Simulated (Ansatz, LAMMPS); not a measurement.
**Convergence of a linear-scaling basis for amorphous 29Ga2O3-71GeO2 (mol %) (86 atoms)**

Wanted: errors and times of a linear-scaling basis for amorphous 29Ga2O3-71GeO2 (mol %) (86 atoms). A setting counts as converged where the r.m.s. difference of forces stays under 1 % of the r.m.s. force.

Method: Kohn-Sham DFT, PBE, PAW (set soft_2), plane waves, in Ansatz 0.2.0.

## 1. The starting structure

The cell holds 86 atoms: 14 Ga, 17 Ge and 55 O. Cell: a = 10.359 Å, b = 10.359 Å, c = 10.359 Å, α = 90.0°, β = 90.0°, γ = 90.0°. 86 atoms (14 Fe, 17 Ge, 55 O) placed at random at 4.41 g/cm³, melted at 5000 K for 10 ps at fixed volume with the Morse and Coulomb pair potential with partial charges (Pedone, Malavasi, Menziani, Cormack and Segre, J. Phys. Chem. B 110, 11780 (2006)). Quenched from 5000 K to 300 K at 100 K/ps and fixed volume, held 5 ps, then minimised at fixed cell. Then Fe was replaced by Ga and the cell scaled by 1.006 (the potential has no terms for the new elements, so the cell is a start for a DFT relaxation).

Before any run, some limits are plain. The quench rate of 100 K/ps is orders of magnitude faster than experiment, which tends to freeze in extra defects. The network of bonds at the start is that of the classical potential that made the cell, and needn't be the one that DFT or experiment would give. Only the Γ point is sampled, in a cell whose shortest periodic width is 10 Å.

## 2. How the cell was made

A classical potential makes the cell, at a small fraction of what the same run would cost in DFT.

This step: classical MD, Morse and Coulomb pair potential with partial charges (Pedone, Malavasi, Menziani, Cormack and Segre, J. Phys. Chem. B 110, 11780 (2006)) (LAMMPS 22 Jul 2025 - Update 4).

File in.lmp:

```
# melt-quench of Fe14Ge17O55
units metal
atom_style charge
boundary p p p
region box block 0 10.2973 0 10.2973 0 10.2973
create_box 3 box
mass 1 55.8450   # Fe
mass 2 72.6300   # Ge
mass 3 15.9990   # O
create_atoms 1 random 14 207841 NULL overlap 1.5 maxtry 2000
create_atoms 2 random 17 207848 NULL overlap 1.5 maxtry 2000
create_atoms 3 random 55 207855 NULL overlap 1.5 maxtry 2000
pair_style hybrid/overlay pedone 5.5 coul/long 8.0
pair_coeff * * coul/long
pair_coeff 1 3 pedone 0.418981 1.620376 2.382183 2   # Fe-O
pair_coeff 2 3 pedone 0.158118 2.294230 2.261313 5   # Ge-O
pair_coeff 3 3 pedone 0.042395 1.379316 3.618701 22   # O-O
set type 1 charge 1.8
set type 2 charge 2.4
set type 3 charge -1.2
kspace_style pppm 1.0e-4
neigh_modify delay 0 every 1 check yes
thermo_style custom step time temp pe press density
thermo_modify norm yes
timestep 0.002
thermo 100
min_style cg
minimize 1e-4 1e-4 200 2000
reset_timestep 0
velocity all create 5000 207842 mom yes dist gaussian
fix lim all nve/limit 0.05
fix lan all langevin 5000 5000 0.2 207843 zero yes
thermo 500
run 1000 post no
# [... 10 lines left out ...]
thermo 1250
fix md all nvt temp 300 300 0.2
run 2500 post no
unfix md
thermo 100
min_style cg
minimize 0 1e-3 2000 20000
write_dump all custom glass.dump id type xs ys zs modify sort id
```

Started as:

```
$ lmp -in in.lmp -log none -nocite
```

The program printed:

```text
LAMMPS (22 Jul 2025 - Update 4)
Created orthogonal box = (0 0 0) to (10.2973 10.2973 10.2973)
Created 14 atoms
Created 17 atoms
Created 55 atoms
PPPM initialization ...
  G vector (1/distance) = 0.38760567
  grid = 12 12 12
  estimated relative force accuracy = 4.8415025e-05
   Step          Time           Temp          PotEng         Press         Density
         0   0              0             -0.26401584     884117.98      4.405044
        90   0.18           0             -15.079534     -68529.787      4.405044
Loop time of 0.0495254 s on 1 MPI rank(s) for 90 steps with 86 atoms
Minimization stats:
  Stopping criterion = energy tolerance
  Energy initial, next-to-last, final =
    -0.264015838081163  -15.0781122910758  -15.0795340113979
  Force two-norm initial, final = 314.78294 2.3988889
  Iterations, force evaluations = 90 113
   Step          Time           Temp          PotEng         Press         Density
         0   0              5000          -15.079534     -14789.18       4.405044
       500   1              2663.6585     -14.784069     -16808.964      4.405044
      1000   2              2555.3195     -14.786702      17021.978      4.405044
Loop time of 0.355435 s on 1 MPI rank(s) for 1000 steps with 86 atoms
   Step          Time           Temp          PotEng         Press         Density
[... 2 lines left out ...]
      2499   4.998          5531.5317     -14.302762      64407.193      4.405044
      3332   6.664          5764.3219     -14.323354      62664.461      4.405044
      4165   8.33           5118.8495     -14.288243      54282.786      4.405044
      4998   9.996          4982.5452     -14.341384      46894.345      4.405044
      5831   11.662         4612.8367     -14.261284      17664.657      4.405044
[... 1 line left out ...]
Loop time of 1.86755 s on 1 MPI rank(s) for 5000 steps with 86 atoms
   Step          Time           Temp          PotEng         Press         Density
[... 12 lines left out ...]
Loop time of 8.4329 s on 1 MPI rank(s) for 23500 steps with 86 atoms
   Step          Time           Temp          PotEng         Press         Density
[... 2 lines left out ...]
     31250   62.5           331.94335     -15.11899      -53549.08       4.405044
     32000   64             272.48381     -15.118287     -34752.939      4.405044
Loop time of 0.809913 s on 1 MPI rank(s) for 2500 steps with 86 atoms
   Step          Time           Temp          PotEng         Press         Density
     32000   64             272.48381     -15.118287     -34752.939      4.405044
     32016   64.032         272.48381     -15.158942     -39510.27       4.405044
Loop time of 0.0258101 s on 1 MPI rank(s) for 16 steps with 86 atoms
Minimization stats:
  Stopping criterion = linesearch alpha is zero
  Energy initial, next-to-last, final =
      -15.118286791165  -15.1589420764848  -15.1589420764848
  Force two-norm initial, final = 12.921645 0.43803993
  Iterations, force evaluations = 16 65
```

Run time: 12 s. Hardware: 1 thread of Arm Neoverse V2, shared host; peak memory 0.072 GiB.

## 3. Plane-wave single point

The first run uses the default basis; a harder plane-wave run follows as the reference for the support functions.

File input.yaml:

```yaml
crystal:
  lattice:
    - [10.35908, 0.0, 0.0]
    - [0.0, 10.35908, 0.0]
    - [0.0, 0.0, 10.35908]
  atoms:
    - { symbol: Ga, position: [0.49682, 0.93253, 0.15332] }
    - { symbol: Ga, position: [0.57318, 0.66678, 0.37022] }
    - { symbol: Ga, position: [0.27748, 0.22183, 0.37352] }
    - { symbol: Ga, position: [0.61406, 0.44181, 0.17126] }
    - { symbol: Ga, position: [0.53294, 0.89659, 0.49113] }
    - { symbol: Ga, position: [0.60078, 0.54963, 0.83227] }
    - { symbol: Ga, position: [0.1318, 0.13931, 0.06735] }
    - { symbol: Ga, position: [0.23437, 0.98783, 0.58254] }
    - { symbol: Ga, position: [0.45451, 0.95625, 0.84246] }
    - { symbol: Ga, position: [0.22537, 0.89505, 0.04447] }
    - { symbol: Ga, position: [0.63989, 0.26112, 0.85017] }
    - { symbol: Ga, position: [0.39376, 0.70086, 0.63527] }
    - { symbol: Ga, position: [0.53668, 0.15242, 0.39415] }
    - { symbol: Ga, position: [0.98045, 0.68084, 0.95727] }
    - { symbol: Ge, position: [0.76918, 0.92463, 0.03332] }
    - { symbol: Ge, position: [0.86639, 0.68411, 0.2408] }
    - { symbol: Ge, position: [0.02, 0.22794, 0.58326] }
    - { symbol: Ge, position: [0.0951, 0.49905, 0.40478] }
    - { symbol: Ge, position: [0.00408, 0.95847, 0.8129] }
    - { symbol: Ge, position: [0.73882, 0.0625, 0.6381] }
    - { symbol: Ge, position: [0.78424, 0.74019, 0.63606] }
    - { symbol: Ge, position: [0.40432, 0.19456, 0.09054] }
    - { symbol: Ge, position: [0.01267, 0.96118, 0.31877] }
    - { symbol: Ge, position: [0.32701, 0.49597, 0.21324] }
    - { symbol: Ge, position: [0.27213, 0.78714, 0.33919] }
    - { symbol: Ge, position: [0.25601, 0.22484, 0.79459] }
    - { symbol: Ge, position: [0.09587, 0.68223, 0.67006] }
    - { symbol: Ge, position: [0.46284, 0.39203, 0.60524] }
    - { symbol: Ge, position: [0.88616, 0.36218, 0.01576] }
    - { symbol: Ge, position: [0.79779, 0.18516, 0.24718] }
    - { symbol: Ge, position: [0.29315, 0.63725, 0.91477] }
    - { symbol: O, position: [0.62886, 0.10089, 0.75705] }
    - { symbol: O, position: [0.21757, 0.40138, 0.32387] }
    - { symbol: O, position: [0.59074, 0.38814, 0.71755] }
    - { symbol: O, position: [0.98073, 0.5751, 0.30317] }
    - { symbol: O, position: [0.77959, 0.32504, 0.14504] }
    - { symbol: O, position: [0.1547, 0.15865, 0.49394] }
    - { symbol: O, position: [0.26838, 0.24166, 0.9604] }
    - { symbol: O, position: [0.80844, 0.30532, 0.88405] }
    - { symbol: O, position: [0.61959, 0.49111, 0.99674] }
    - { symbol: O, position: [0.93721, 0.68048, 0.60334] }
    - { symbol: O, position: [0.58157, 0.85089, 0.29781] }
    - { symbol: O, position: [0.42362, 0.60342, 0.80316] }
    - { symbol: O, position: [0.34536, 0.33582, 0.70885] }
    - { symbol: O, position: [0.30958, 0.54503, 0.05095] }
    - { symbol: O, position: [0.16203, 0.60346, 0.81044] }
    - { symbol: O, position: [0.33745, 0.80177, 0.91592] }
    - { symbol: O, position: [0.12188, 0.01219, 0.9202] }
    - { symbol: O, position: [0.48944, 0.8606, 0.67836] }
    - { symbol: O, position: [0.60788, 0.90046, 0.99843] }
    - { symbol: O, position: [0.01807, 0.37075, 0.49041] }
    - { symbol: O, position: [0.00642, 0.78955, 0.80817] }
    - { symbol: O, position: [0.05779, 0.999, 0.66308] }
    - { symbol: O, position: [0.33246, 0.85425, 0.20061] }
    - { symbol: O, position: [0.7679, 0.05046, 0.14591] }
    - { symbol: O, position: [0.22544, 0.79664, 0.64889] }
    - { symbol: O, position: [0.79476, 0.90657, 0.65789] }
    - { symbol: O, position: [0.68465, 0.24967, 0.34994] }
    - { symbol: O, position: [0.46931, 0.54652, 0.54927] }
    - { symbol: O, position: [0.10168, 0.2474, 0.73238] }
    - { symbol: O, position: [0.39602, 0.77088, 0.44982] }
    - { symbol: O, position: [0.8443, 0.7743, 0.08337] }
    - { symbol: O, position: [0.37754, 0.02726, 0.01872] }
    - { symbol: O, position: [0.12622, 0.73986, 0.03983] }
    - { symbol: O, position: [0.86727, 0.97816, 0.9092] }
    - { symbol: O, position: [0.42502, 0.34665, 0.1795] }
    - { symbol: O, position: [0.15865, 0.58321, 0.54006] }
    - { symbol: O, position: [0.32234, 0.07636, 0.74134] }
    - { symbol: O, position: [0.47659, 0.56186, 0.26219] }
    - { symbol: O, position: [0.38612, 0.03172, 0.45785] }
    - { symbol: O, position: [0.43587, 0.28976, 0.47302] }
    - { symbol: O, position: [0.92616, 0.10666, 0.33158] }
    - { symbol: O, position: [0.25905, 0.1616, 0.20186] }
    - { symbol: O, position: [0.5012, 0.10652, 0.22071] }
    - { symbol: O, position: [0.53126, 0.22412, 0.98227] }
    - { symbol: O, position: [0.92666, 0.52015, 0.00668] }
    - { symbol: O, position: [0.86378, 0.16927, 0.61337] }
    - { symbol: O, position: [0.2358, 0.6322, 0.29514] }
    - { symbol: O, position: [0.15107, 0.89196, 0.3963] }
    - { symbol: O, position: [0.07934, 0.97922, 0.16604] }
    - { symbol: O, position: [0.90904, 0.82861, 0.3194] }
    - { symbol: O, position: [0.66673, 0.73306, 0.51674] }
    - { symbol: O, position: [0.72513, 0.66144, 0.76916] }
    - { symbol: O, position: [0.00296, 0.25786, 0.07004] }
    - { symbol: O, position: [0.72436, 0.60072, 0.26246] }
    - { symbol: O, position: [0.64107, 0.04334, 0.50372] }
kpoints:
  mp_grid: { grid: [1, 1, 1] }
hamiltonian:
  xc: pbe
scf:
  occupations: { method: fixed }
output:
  forces: true
  stress: true
  populations: true
  dos:
    method: { smearing: { sigma: 0.15 } }
    de: 0.1
    projected: { site_lists: { Ga: [Ga], Ge: [Ge], O: [O] } }
  eigenvalues: true
  write_density: true
  write_potential: true
  volumetric_format: npy
  elf: true
```

Started as:

```
$ ansatz run input.yaml --threads 4 --pin off --max-ram 8192MiB --backend cpu --events-out ev --progress --plain --runs-dir out
```

The program printed:

```text
Engine: ansatz 0.2.0, aarch64-unknown-linux-gnu
Pseudopotentials: kind: paw
Pseudopotential: Ga, paw, valence charge 13, recommended cutoff 420 eV (normal), Ga.paw.azcp
Pseudopotential: Ge, paw, valence charge 14, recommended cutoff 420 eV (normal), Ge.paw.azcp
Pseudopotential: O, paw, valence charge 6, recommended cutoff 420 eV (normal), O.paw.azcp
Functional definition: PBE
  parameter kappa = 0.804
  parameter beta = 0.066725
  exchange = pbe_x(kappa = kappa, mu = beta*pi^2/3)
  correlation = pbe_c(beta = beta)
Crystal: 86 atoms, lattice volume = 1111.638 Å³
Basis set: ecut = 420 eV, 21823 PW (Γ), exchange–correlation on 144×144×144 points (8 copies of the dense FFT grid, shifted against one another)
Bands: 461, of which v1, the nominal top of the filled ones, is band 375 counted from 1 (374 counted from 0)
Symmetry: 1 space group operations
Space group: P1 (ITA 1), of the structure as read, at distance tolerance 1.0e-4 Å
k-points: 1
Non-local potential: Ga, projectors of the file, l = 0: 2, l = 1: 2, l = 2: 3, l = 3: 1
Non-local potential: Ge, projectors of the file, l = 0: 2, l = 1: 2, l = 2: 3, l = 3: 1
Non-local potential: O, projectors of the file, l = 0: 2, l = 1: 2, l = 2: 1
PAW form: soft (Blöchl's): semilocal exchange-correlation on the pseudo side does not see the compensation charge
PAW one-centre angular grid: Ga, 590 points (default); XC on 64 Gauss nodes
PAW one-centre angular grid: Ge, 590 points (default); XC on 64 Gauss nodes
PAW one-centre angular grid: O, 110 points (default); XC on 64 Gauss nodes
Initial density: superposition of atomic densities (neutral atoms: chi_scale 0, normalization atom), corrected by the library's trained network
Initial wavefunctions: pseudopotential atomic-orbital guess
Functional: x = pbe(κ = 0.804, μ = 0.219515), c = pbe(β = 0.066725)
SCF iter   1: F=—  HF=-157175.810567 eV  |F-HF|=—  |Δ(HF+E_count)|=         —  Δρ=3.19e-3  dr2=1.25e-1  ethr=1.77e-3  ⟨swp⟩=5.0  Hψ=1634  notcnv=0  defer=84
preconditioner: auto → Resta (q_TF=auto, 2.555 Å⁻¹)  ε∞=3.5  [insulator: Δε(μ)=0.957 eV  Ē_g=19.323 eV  n_scr=304 (ndim 8)  ℏωp=30.5 eV  f_vac=0.157  ε∞_Penn≈3.5]
SCF iter   2: F=—  HF=-157175.796998 eV  |F-HF|=—  |Δ(HF+E_count)|=   1.36e-2  Δρ=1.75e-3  dr2=2.55e-2  ethr=1.67e-5  ⟨swp⟩=2.0  Hψ=628  notcnv=0  defer=84
SCF iter   3: F=—  HF=-157175.796776 eV  |F-HF|=—  |Δ(HF+E_count)|=   2.22e-4  Δρ=7.53e-4  dr2=7.54e-3  ethr=3.40e-6  ⟨swp⟩=2.0  Hψ=651  notcnv=0  defer=84
SCF iter   4: F=—  HF=-157175.796391 eV  |F-HF|=—  |Δ(HF+E_count)|=   3.85e-4  Δρ=2.35e-4  dr2=6.07e-4  ethr=1.00e-6  ⟨swp⟩=2.0  Hψ=623  notcnv=0  defer=84
SCF iter   5: F=—  HF=-157175.796423 eV  |F-HF|=—  |Δ(HF+E_count)|=   3.14e-5  Δρ=1.25e-4  dr2=1.71e-4  ethr=8.10e-8  ⟨swp⟩=2.0  Hψ=746  notcnv=0  defer=83
SCF iter   6: F=—  HF=-157175.796433 eV  |F-HF|=—  |Δ(HF+E_count)|=   1.08e-5  Δρ=4.16e-5  dr2=1.84e-5  ethr=2.28e-8  ⟨swp⟩=2.0  Hψ=621  notcnv=0  defer=82
SCF iter   7: F=—  HF=-157175.797979 eV  |F-HF|=—  |Δ(HF+E_count)|=   1.55e-3  Δρ=1.96e-5  dr2=4.14e-6  ethr=2.46e-9  ⟨swp⟩=2.0  Hψ=836  notcnv=0  defer=81
SCF iter   8: F=—  HF=-157175.797981 eV  |F-HF|=—  |Δ(HF+E_count)|=   2.17e-6  Δρ=7.95e-6  dr2=7.50e-7  ethr=5.51e-10  ⟨swp⟩=2.0  Hψ=649  notcnv=0  defer=81
SCF iter   9: F=—  HF=-157175.797981 eV  |F-HF|=—  |Δ(HF+E_count)|=   3.08e-7  Δρ=3.02e-6  dr2=1.16e-7  ethr=1.00e-10  ⟨swp⟩=2.0  Hψ=755  notcnv=0  defer=81
SCF iter  10: F=-157175.797982 eV  HF=-157175.797982 eV  |F-HF|=7.68e-9  |Δ(HF+E_count)|=   7.33e-8  Δρ=1.30e-6  dr2=2.32e-8  ethr=1.33e-11  ⟨swp⟩=14.0  Hψ=3426  notcnv=0
SCF 1 converged in 10 iterations: F = -157175.797982 eV  dr2 = 2.32e-8
  greatest PAW one-centre occupation: 0.999 electrons in one spin orbital (limit 2), on the Ge atom at site 21 (counted from 0), in its partial waves of l = 2
SCF converged after 10 iterations
Free energy (F): -157175.797982 eV
Harris-Foulkes:  -157175.797982 eV  (|F-HF|=7.68e-9)
Internal energy: -157175.797982 eV  (E = F + TS)
E sigma→0 (E₀):  -157175.797982 eV
Fermi energy:    5.783369 eV
--- Per-component energies (eV) ---
  E_band       = -4842.243882
  E_kinetic    = 13141.566030
  E_local      = -102899.555377  (includes V_loc(G=0)·N_el)
  E_nonlocal   = 15956.425106
  E_hartree    = 44722.083856
  E_xc         = -6232.861520
  E_vxc        = -6999.502366  (∫ρ·V_xc dr)
  E_paw        = -71146.968174  (= ΣΔE_a)
  E_vpaw       = -13485.478103  (= ΣTr[D̂ρ^β])
  E_aug_tail   = 0.139076  (compensation charges beyond the density's cutoff)
  E_ewald      = -50716.626979
  E_smearing   = -0.000000  (= −TS)
  E_closure    = 0.000000  (closes the sum)
  Σ components = -157175.797982   (vs F -157175.797982, Δ=0.00e0)
--- Forces (eV/Å), atoms counted from 1 ---
  atom   1  Ga     0.32167025    -0.00732908     0.89399241
  atom   2  Ga     0.82498575     0.96506102    -0.81706762
  atom   3  Ga    -0.78139578    -0.00070187     0.37969889
  atom   4  Ga    -0.34098648     0.63361113    -1.51489959
  atom   5  Ga    -0.20811448     0.63701435    -0.12418795
  atom   6  Ga    -0.06888048     0.12720374     0.23009115
  atom   7  Ga    -1.31088090     0.36823118    -0.28318937
  atom   8  Ga    -0.05132281     0.69648023     0.68903936
  atom   9  Ga    -0.88357034    -0.27295302    -0.50125822
  atom  10  Ga    -0.85996558    -1.47848530    -0.44475126
  atom  11  Ga    -0.04264928    -0.22823788     0.43052172
  atom  12  Ga    -0.12271569     0.04746905     0.73114875
  atom  13  Ga     0.30380470    -0.02035106     0.20242914
  atom  14  Ga     0.93275773     0.50875029     0.44123621
[...]
atom  85  O     -1.90977645    -0.88324222     0.49173612
  atom  86  O     -0.77139147    -0.09041525    -1.73425235
  max |Σ_I F_I| component: 3.29e-5 eV/Å
--- Stress (GPa, compression-positive) ---
        1.068272       0.396802       0.271790
        0.396802       0.826967       1.752497
        0.271790       1.752497      -1.304273
  P = ⅓ Tr σ = 0.1970 GPa (1.970 kbar)
--- Band table (eV) ---
  k-point 0: bands = ["-19.1391", "-19.1165", "-19.0638", "-19.0589", [... 445 levels ...], "15.1509", "15.2202", "15.2699", "15.3395", "15.4182", "15.4653", "15.5190", "15.5266", "15.6037", "15.6658", "15.6889", "15.7852"]
--- Löwdin populations: 86 sites ---
  site symbol       q [e]
     0     Ga     11.9581
     1     Ga     11.9606
     2     Ga     11.9496
[...]
85      O      6.6726
  spilling = 0.004225 (of n_electrons = 750.000000)
```

Wall time 24 s (4 threads of Arm Neoverse V2, shared host); peak memory 1.8 GiB.

The column dr2 measures how far the density is from self-consistency, as an energy; F and HF (Harris–Foulkes) agree once it is small.

The run gave:

- free energy: -157175.7980 eV
- free energy per atom: -1827.6256 eV/atom
- SCF cycles: 10
- pressure: 0.197 GPa
- r.m.s. force component: 0.8737 eV/Å
- longest force: 2.664 eV/Å
- Fermi energy: 5.783 eV
- gap (highest filled to lowest empty level): 0.883 eV
- spilling of the projection: 0.004225

The r.m.s. force component of 0.87 eV/Å sets the scale for the differences below.

(Continued in part 2 of 3.)

[Long decimals in the printed logs are rounded to 6 places.]

[Logs are printed without paths, hosts, clocks, repeated set-up lines and the standing remarks that a program may print on its own settings, such as how far it seeks lower states.]

[Hosts, paths, dates, database ids (printed as entryN), source tags and the programs' standing remarks are cut or masked in the printed files.]
